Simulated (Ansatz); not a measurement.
# Is the response still linear at 0.4 V/Å? Ag(111), 5 layers

The dipole of a slab grows in proportion to a weak field along its normal. Does the weak-field slope carry to a strong field?

How it was computed: Ansatz 0.2.0, plane waves with PAW datasets (its set soft_2), PBE; atoms held at bulk places, 18 Å of vacuum, dipole correction, cell area 7.24 Å², 24×24 k-points, smearing 0.1 eV. Without field the slab has no gap over 0.05 eV.

| run | field (V/Å) | dipole (e·Å) |
| --- | --- | --- |
| run 1 | −0.10 | −0.05109 |
| run 2 | −0.05 | −0.02554 |
| run 3 | 0.00 | 0.00000 |
| run 4 | 0.05 | 0.02554 |
| run 5 | 0.10 | 0.05109 |
| run 6 | 0.40 | ? |

**Question.** What value belongs in the row marked “?”, and how far can the other rows tell?

A least-squares line through the 5 rows shown has slope 0.510880 and intercept 0.000000; no row lies more than 0.00001 e·Å off it. A perfect conductor with that slope would be 180.95 × 0.51088 / 7.24 = 12.77 Å thick. At 0.40 it gives 0.510880 × 0.40 + 0.000000 = 0.20435 e·Å, beyond the rows fitted. Rounding and scatter of the rows alone allow about ±0.00002 e·Å there.

The run itself gives 0.20457 e·Å: a miss of +0.00022 e·Å. That is under 1 % of the induced dipole, so the response is still linear.

Caveats: Ions are held, so this is the electronic response. Of the series that stay linear within 1 %, this collection keeps about one in seven, and it keeps all that bend.
